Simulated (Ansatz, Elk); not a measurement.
**How far do independent atoms describe SiAs3?**

The structure of SiAs3 used here is made up (a known structure type with other elements) and was relaxed beforehand with PBE. The aim is the Fourier transform of its all-electron density, F(hkl), set beside the sum over free spherical atoms that refinements use.

Calculated with Elk 11.2.3 (patched build); DFT, PBE, all-electron APW+lo, Dirac cores, scalar-relativistic bands, static density, no spin.

The structure was built from a prototype and need not be the compound's stable phase.

### 1. Starting point

The structure is hexagonal, space group P6_3/mmc (No. 194). The conventional cell has a = 5.839 Å, b = 5.839 Å, c = 5.205 Å, α = 90.00°, β = 90.00°, γ = 120.00°. Nearest to As lie 2 As at 2.65 Å and 2 Si at 2.92 Å. Nearest to Si lie 6 As at 2.92 Å. Farther neighbours are not listed.

### 2. Ground state and structure factors

An all-electron density is needed, since X-rays see the cores too. Task 0 finds the density and task 195 Fourier-transforms it; tshift is off so that phases refer to the origin typed.

Contents of elk.in:

```
tasks
  0
  195

xctype
  20

spinpol
  .false.

rgkmax
  7.0

gmaxvr
  14.0

lmaxo
  7

lmaxapw
  8

swidth
  0.002

tshift
  .false.

ramdisk
  .false.

hmaxvr
  5.5

maxscl
  120

epspot
  1e-06

sppath
  './'

avec
  11.03493000571 0.00000000000 0.00000000000
  -5.51746500285 9.55652971392 0.00000000000
  0.00000000000 0.00000000000 9.83658966559

atoms
  2
  'As.in'
  6
  0.1822191665 0.3644383331 0.2500000000   0.000000 0.000000 0.000000
  0.1822191665 0.8177808335 0.2500000000   0.000000 0.000000 0.000000
  0.6355616669 0.8177808335 0.2500000000   0.000000 0.000000 0.000000
  0.8177808335 0.6355616669 0.7500000000   0.000000 0.000000 0.000000
  0.8177808335 0.1822191665 0.7500000000   0.000000 0.000000 0.000000
  0.3644383331 0.1822191665 0.7500000000   0.000000 0.000000 0.000000
  'Si.in'
  2
  0.3333333333 0.6666666667 0.7500000000   0.000000 0.000000 0.000000
  0.6666666667 0.3333333333 0.2500000000   0.000000 0.000000 0.000000

ngridk
  5 5 5
```

Started as:

```
$ OMP_NUM_THREADS=4 elk
```

Numbers of over 12 decimals in the logs are rounded to 6 here.

The log of the run:

```text
┌─────────────────────────┐
│ Elk code version 11.2.3 │
└─────────────────────────┘

All units are atomic (Hartree, Bohr, etc.)

┌─────────────────────────────────────────────────┐
│ Ground-state run starting from atomic densities │
└─────────────────────────────────────────────────┘

Lattice vectors :
   11.03493001       0.000000000       0.000000000
  -5.517465003       9.556529714       0.000000000
   0.000000000       0.000000000       9.836589666

Reciprocal lattice vectors :
  0.5693905901      0.3287378104      -0.000000000
   0.000000000      0.6574756209       0.000000000
   0.000000000      -0.000000000      0.6387564716

Unit cell volume      :    1037.323824
Brillouin zone volume :   0.2391251485

Muffin-tin inner radius fraction :   0.1000000000E-01

Nuclei treated as point charges

Species : 1 (As)
 parameters loaded from : As.in
 name : arsenic
 nuclear charge    :   -33.00000000
 electronic charge :    33.00000000
 atomic mass :    136573.7220
 muffin-tin radius :    2.400000000
 number of radial points in muffin-tin :    993
 inner part over the whole radius :   0.9862024899E-02
 number on inner part of muffin-tin    :    702
 approximate nuclear radius :   0.7712558785E-04
 number of mesh points to nuclear radius :    341
 atomic positions (lattice), magnetic fields (Cartesian) :
  1 :   0.18221917  0.36443833  0.25000000    0.00000000  0.00000000  0.00000000
  2 :   0.18221917 -0.18221917  0.25000000    0.00000000  0.00000000  0.00000000
  3 :  -0.36443833 -0.18221917  0.25000000    0.00000000  0.00000000  0.00000000
  4 :  -0.18221917 -0.36443833 -0.25000000    0.00000000  0.00000000  0.00000000
  5 :  -0.18221917  0.18221917 -0.25000000    0.00000000  0.00000000  0.00000000
  6 :   0.36443833  0.18221917 -0.25000000    0.00000000  0.00000000  0.00000000

Species : 2 (Si)
 parameters loaded from : Si.in
 name : silicon
 nuclear charge    :   -14.00000000
 electronic charge :    14.00000000
 atomic mass :    51196.73458
 muffin-tin radius :    2.200000000
 number of radial points in muffin-tin :    793
 inner part over the whole radius :   0.9899632250E-02
 number on inner part of muffin-tin    :    553
 approximate nuclear radius :   0.5963282101E-04
 number of mesh points to nuclear radius :    246
 atomic positions (lattice), magnetic fields (Cartesian) :
  1 :   0.33333333 -0.33333333 -0.25000000    0.00000000  0.00000000  0.00000000
  2 :  -0.33333333  0.33333333  0.25000000    0.00000000  0.00000000  0.00000000

Total number of atoms per unit cell :    8
Total muffin-tin volume :    436.6394909
 ratio of muffin-tin to unit cell volume :   0.4209288178

Spin treatment :
 spin-unpolarised

Number of Bravais lattice symmetries :   24
Number of crystal symmetries         :   24
Crystal has inversion symmetry
Real symmetric eigensolver will be used

k-point grid :      5     5     5
k-point offset :    0.000000000       0.000000000       0.000000000
k-point set is reduced with full crystal symmetry group
Total number of k-points :       15

Muffin-tin radius times maximum |G+k| :    7.000000000
 using average radius
Maximum |G+k| for APW functions       :    2.978723404
Maximum (1/2)|G+k|²                   :    4.436396560
Maximum |G| for potential and density :    14.00000000
Constant for pseudocharge density :    8
 order of it for each species :   15  15
 order of it for pair densities of each species (exact exchange by exxq0 0: 16) :   10   8
Radial integration step length :    1

G-vector grid sizes :     50    50    45
Number of G-vectors :    48061

Maximum angular momentum used for
 APW functions            :    8
 outer part of muffin-tin :    7
 inner part of muffin-tin :    2

Total nuclear charge    :   -226.0000000
Total core charge       :    128.0000000
Total valence charge    :    98.00000000
Total excess charge     :    0.000000000
Total electronic charge :    226.0000000

Effective Wigner radius, rₛ :    1.030953557

Number of empty states         :     32
Total number of valence states :     82
[...]
xc potential                :     -719.03112475510
 exchange                    :     -533.76321967704
 correlation                 :     -10.903721667667
 electron entropic           :    -0.13786330946244E-02
 total energy                :     -14157.213359197

Density of states at Fermi energy :    108.9508163
 (states/Hartree/unit cell)

Estimated indirect band gap :   0.1889837667E-02
 from k-point 12 to k-point 9
Estimated direct band gap   :   0.5648889883E-02
 at k-point 9

Charges :
 core                        :    128.0000000
 valence                     :    98.00000000
 interstitial                :    14.47981571
 muffin-tins (core leakage)
  species : 1 (As)
[...]
species : 2 (Si)
[...]
total in muffin-tins        :    211.5201843
 total calculated charge     :    225.9960059
 total charge                :    226.0000000
 error                       :   0.3994128903E-02

RMS change in Kohn-Sham potential (target) :   0.3200250081     (  0.1000000000E-05)
Absolute change in total energy (target)   :    8.684282387     (  0.1000000000E-03)

[... loops 3 to 14 left out ...]

┌──────────────────┐
│ Loop number : 15 │
└──────────────────┘

Energies :
 Fermi                       :     0.275205
 sum of occupied eigenvalues :     -8136.8842266329
 electron kinetic            :      14453.100167414
 core electron kinetic       :      13351.992335670
 Coulomb                     :     -28054.819740459
 Coulomb potential           :     -21881.570304657
 nuclear-nuclear             :     -1888.5093087017
 electron-nuclear            :     -30488.058354353
 Hartree                     :      4321.7479225956
 Madelung                    :     -17114.034588130
 xc potential                :     -708.41408939051
 exchange                    :     -533.87640761935
 correlation                 :     -10.895190270254
 electron entropic           :    -0.13407845834023E-02
 total energy                :     -14146.492511719

Density of states at Fermi energy :    103.1066511
 (states/Hartree/unit cell)

Estimated indirect band gap :   0.2837969055E-02
 from k-point 12 to k-point 9
Estimated direct band gap   :   0.5119351674E-02
 at k-point 9

Charges :
 core                        :    128.0000000
 valence                     :    98.00000000
 interstitial                :    14.17959245
 muffin-tins (core leakage)
  species : 1 (As)
[...]
species : 2 (Si)
[...]
total in muffin-tins        :    211.8204075
 total calculated charge     :    225.9961059
 total charge                :    226.0000000
 error                       :   0.3894106190E-02

RMS change in Kohn-Sham potential (target) :   0.1861886830E-07 (  0.1000000000E-05)
Absolute change in total energy (target)   :   0.2896695696E-04 (  0.1000000000E-03)

Convergence targets achieved

┌──────────────────┐
│ Loop number : 16 │
└──────────────────┘

Energies :
 Fermi                       :     0.275205
 sum of occupied eigenvalues :     -8136.8842246243
 electron kinetic            :      14453.100169500
 core electron kinetic       :      13351.992336815
 Coulomb                     :     -28054.819741009
 Coulomb potential           :     -21881.570304662
 nuclear-nuclear             :     -1888.5093087017
 electron-nuclear            :     -30488.058355350
 Hartree                     :      4321.7479230423
 Madelung                    :     -17114.034588678
 xc potential                :     -708.41408946196
 exchange                    :     -533.87640765628
 correlation                 :     -10.895190267559
 electron entropic           :    -0.13407845584348E-02
 total energy                :     -14146.492510218

Density of states at Fermi energy :    103.1066480
 (states/Hartree/unit cell)

Estimated indirect band gap :   0.2837969767E-02
 from k-point 12 to k-point 9
Estimated direct band gap   :   0.5119351402E-02
 at k-point 9

Charges :
 core                        :    128.0000000
 valence                     :    98.00000000
 interstitial                :    14.17959228
 muffin-tins (core leakage)
  species : 1 (As)
[...]
atom 6                    :    31.30934996     (  0.1398419639E-03)
  species : 2 (Si)
   atom 1                    :    11.98215399     (  0.1282876493E-02)
   atom 2                    :    11.98215399     (  0.1282876493E-02)
 total in muffin-tins        :    211.8204077
 total calculated charge     :    225.9961059
 total charge                :    226.0000000
 error                       :   0.3894106164E-02

┌──────────────────────────────┐
│ Self-consistent loop stopped │
└──────────────────────────────┘

Warning : core states of species 1 leak from the muffin-tin :   0.1398419639E-03

Warning : core states of species 2 leak from the muffin-tin :   0.1282876493E-02

Wrote STATE.OUT
```

Wall time 41 s (4 threads of Arm Neoverse V2, shared host); peak memory 0.29 GiB; 1.9 min of CPU time.

SFACRHO.OUT:

```text

h k l indices transformed by vhmat matrix:
   1.000000000       0.000000000       0.000000000    
   0.000000000       1.000000000       0.000000000    
   0.000000000       0.000000000       1.000000000    

      h      k      l  multipl.   |H|            Re(F)            Im(F)           |F|

      0      0      0      1   0.0000000       226.00000      0.20122496E-15   226.00000    
      0      0      1      2  0.63875647     -0.30999828E-13 -0.53984100E-14  0.31466366E-13
     -1      0      0      6  0.65747562      -2.0264193      0.17994700E-13   2.0264193    
     -1      0     -1      6  0.91667007      -42.447396     -0.77377210E-13   42.447396    
      0     -1     -1      6  0.91667007       42.447396      0.46786220E-13   42.447396    
      1     -2      0      6   1.1387812      -29.631295     -0.24297853E-13   29.631295    
      0      0      2      2   1.2775129      -178.94372      0.30330004E-15   178.94372    
      2     -1     -1     12   1.3056923      0.41671680E-07 -0.71978800E-14  0.41671680E-07
      2      0      0      6   1.3149512      -85.974436      0.80976150E-13   85.974436    
     -1      1      2      6   1.4367719      0.80753740      0.53984100E-14  0.80753740    
     -1      1     -2      6   1.4367719      0.80753740      0.17994700E-14  0.80753740    
      0     -2     -1      6   1.4618846       143.05662      0.70179330E-13   143.05662    
      2     -2     -1      6   1.4618846      -143.05662      0.10796820E-13   143.05662    
      1     -2     -2     12   1.7113918       26.616858      0.19310219E-13   26.616858    
     -1      3      0     12   1.7395170       45.305112     -0.31490725E-13   45.305112    
     -2      0      2      6   1.8333401       76.411621      0.59382510E-13   76.411621    
      0     -2      2      6   1.8333401       76.411621      0.55783570E-13   76.411621    
      2      1      1     12   1.8530864      -6.4176137      0.57583040E-13   6.4176137
```

Elk indexes on the primitive cell of elk.in and gives |H| = 4π sin θ/λ in inverse bohr. Below, one row stands for each form hkl of the conventional cell (m members, Friedel mates merged), F is for one primitive cell and the density is static (no thermal factor). Free-atom factors are Waasmaier and Kirfel's, and R is Σm||F|−|F'||/Σm|F|.

```
hkl   m  sin θ/λ (Å⁻¹)  abs F, DFT  neutral atoms   diff.
001   2          0.096       0.000          0.000  +0.000
100   6          0.099       2.026          1.932  +0.094
101  12          0.138      42.447         42.448  -0.001
110   6          0.171      29.631         29.574  +0.057
002   2          0.192     178.944        178.871  +0.073
111  12          0.196       0.000          0.000  +0.000
200   6          0.198      85.974         86.009  -0.034
102  12          0.216       0.807          0.802  +0.005
201  12          0.220     143.057        143.303  -0.246
112  12          0.257      26.617         26.645  -0.028
210  12          0.262      45.305         45.473  -0.168
202  12          0.276      76.412         76.727  -0.315
211  24          0.279       6.418          6.369  +0.048
003   2          0.288       0.000          0.000  +0.000
300   6          0.297      32.826         32.888  -0.062
103  12          0.305      34.001         34.130  -0.130
301  12          0.312      50.267         50.602  -0.335
212  24          0.325      41.434         41.632  -0.198
```

### 3. The highest occupied states alone

An energy window below the Fermi level keeps the highest occupied states, to see at which angles they scatter; shallow core shells can lie inside it and anion s states outside. No new self-consistency is needed.

Edit elk.in of step 2 so:

```diff
@@ -1,3 +1,2 @@
 tasks
-  0
   195
@@ -40,2 +39,5 @@
 
+wsfac
+  -0.092290 0.575210
+
 sppath
```

Started as:

```
$ OMP_NUM_THREADS=4 elk
```

The log of the run:

```text
┌─────────────────────────────────┐
│ Elk code version 11.2.3 started │
└─────────────────────────────────┘

Info(readinput): the functional depends on the density's gradient
 muffin-tin radial points multiplied by    2.00000
 (not where nrmtscf is given)

┌────────────────────┐
│ Current task : 195 │
└────────────────────┘

Info(sfacrho): density structure factors written to SFACRHO.OUT

 Energy window :  -0.9229000000E-01  0.5752100000

┌──────────────────┐
│ Elk code stopped │
└──────────────────┘
```

Run time: 16 s. Hardware: 4 threads; peak memory 0.17 GiB; 17 s of CPU time.

States within 10 eV below the Fermi level hold 28.72 electrons; any levels below the window count with the cores, and a count that is not whole means the window cuts a band. Their amplitudes can exceed the total, where window and core parts have opposite phase:

```
hkl  sin θ/λ (Å⁻¹)  abs F, window  abs F, all
001          0.096          0.000       0.000
100          0.099          1.187       2.026
101          0.138          0.514      42.447
110          0.171          0.168      29.631
002          0.192          4.624     178.944
111          0.196          0.000       0.000
200          0.198          2.112      85.974
102          0.216          0.059       0.807
201          0.220          2.147     143.057
112          0.257          0.119      26.617
```

### 4. Another functional

The difference from free atoms is small, so it is set against the change that PBEsol makes.

Edit elk.in of step 3 so:

```diff
@@ -1,2 +1,3 @@
 tasks
+  0
   195
@@ -4,3 +5,3 @@
 xctype
-  20
+  22
 
@@ -39,5 +40,2 @@
 
-wsfac
-  -0.092290 0.575210
-
 sppath
```

Started as:

```
$ OMP_NUM_THREADS=4 elk
```

The log of the run:

```text
┌─────────────────────────┐
│ Elk code version 11.2.3 │
└─────────────────────────┘

All units are atomic (Hartree, Bohr, etc.)

┌─────────────────────────────────────────────────┐
│ Ground-state run starting from atomic densities │
└─────────────────────────────────────────────────┘

Lattice vectors :
   11.03493001       0.000000000       0.000000000
  -5.517465003       9.556529714       0.000000000
   0.000000000       0.000000000       9.836589666

Reciprocal lattice vectors :
  0.5693905901      0.3287378104      -0.000000000
[...]
species : 2 (Si)
   atom 1                    :    11.97359267     (  0.1295087960E-02)
   atom 2                    :    11.97359267     (  0.1295087960E-02)
 total in muffin-tins        :    211.7915563
 total calculated charge     :    225.9960734
 total charge                :    226.0000000
 error                       :   0.3926617400E-02

┌──────────────────────────────┐
│ Self-consistent loop stopped │
└──────────────────────────────┘

Warning : core states of species 1 leak from the muffin-tin :   0.1417080384E-03

Warning : core states of species 2 leak from the muffin-tin :   0.1295087960E-02

Wrote STATE.OUT
[key lines of the parts left out:]
total energy                :     -14135.953216976
```

It took 40 s on 4 threads; peak memory 0.28 GiB.

Against the first run R = 0.03 %; the largest change is -0.042 at 002.

### 5. Basis size

A smaller basis shows how fast F responds to it; the change is likely larger than the basis error of the first run, but doesn't show convergence.

Edit elk.in of step 4 so:

```diff
@@ -5,3 +5,3 @@
 xctype
-  22
+  20
 
@@ -11,3 +11,3 @@
 rgkmax
-  7.0
+  5.5
```

Started as:

```
$ OMP_NUM_THREADS=4 elk
```

The log of the run:

```text
┌─────────────────────────┐
│ Elk code version 11.2.3 │
└─────────────────────────┘

All units are atomic (Hartree, Bohr, etc.)

┌─────────────────────────────────────────────────┐
│ Ground-state run starting from atomic densities │
└─────────────────────────────────────────────────┘

Lattice vectors :
   11.03493001       0.000000000       0.000000000
  -5.517465003       9.556529714       0.000000000
   0.000000000       0.000000000       9.836589666

Reciprocal lattice vectors :
  0.5693905901      0.3287378104      -0.000000000
[...]
species : 2 (Si)
   atom 1                    :    11.97327490     (  0.1280916875E-02)
   atom 2                    :    11.97327490     (  0.1280916875E-02)
 total in muffin-tins        :    211.7084857
 total calculated charge     :    225.9961555
 total charge                :    226.0000000
 error                       :   0.3844460221E-02

┌──────────────────────────────┐
│ Self-consistent loop stopped │
└──────────────────────────────┘

Warning : core states of species 1 leak from the muffin-tin :   0.1403633033E-03

Warning : core states of species 2 leak from the muffin-tin :   0.1280916875E-02

Wrote STATE.OUT
[key lines of the parts left out:]
total energy                :     -14146.412791342
```

Elapsed: 34 s, on 4 threads; peak memory 0.26 GiB.

Against the first run R = 0.02 %; the largest change is +0.061 at 222.

### 6. Settings against the effect

| run | R against the first run (%) | R against neutral atoms, low angle (%) | wall time |
| --- | --- | --- | --- |
| PBE, rgkmax 7 | 0.00 | 0.22 | 41 s |
| PBEsol | 0.03 | 0.23 | 40 s |
| rgkmax 5.5 | 0.02 | 0.23 | 34 s |

### 7. What came out

```
R against neutral atoms, sin θ/λ < 0.3 Å⁻¹ : 0.22 %
R against neutral atoms, 0.3 to 0.77 Å⁻¹   : 0.20 %
```

What this shows: Independent neutral atoms miss the calculated amplitudes by R = 0.22 % below 0.3 Å⁻¹ and 0.20 % from there to 0.77 Å⁻¹; by shells, 0.11 % below 0.15 Å⁻¹ (2 forms), 0.23 % 0.15 to 0.3 (10 forms), 0.26 % 0.3 to 0.45 (21 forms), 0.19 % above 0.45 (99 forms). Bonding, aspherical density and the tables' own atoms all enter these figures, and the runs don't part them. The largest change of an amplitude is -0.34 electrons, at 301. The window's part falls from 28.7 electrons at the origin to at most 0.51 between 0.45 and 0.77 Å⁻¹. Below 0.3 Å⁻¹ the changes that finished (PBEsol and rgkmax 5.5) move F by R = 0.02 % at most, against the 0.22 % that separates it from free atoms. The k-mesh has no finished test. Part of the difference isn't bonding: the tables are fits to free atoms and ions calculated by other methods than this functional. Thermal motion, anomalous dispersion and extinction are left out.

[Logs are printed without paths, hosts, clocks, repeated set-up lines and the standing remarks that a program may print on its own settings, such as how far it seeks lower states.]

[Hosts, paths, dates, database ids (printed as entryN), source tags and the programs' standing remarks are cut or masked in the printed files.]
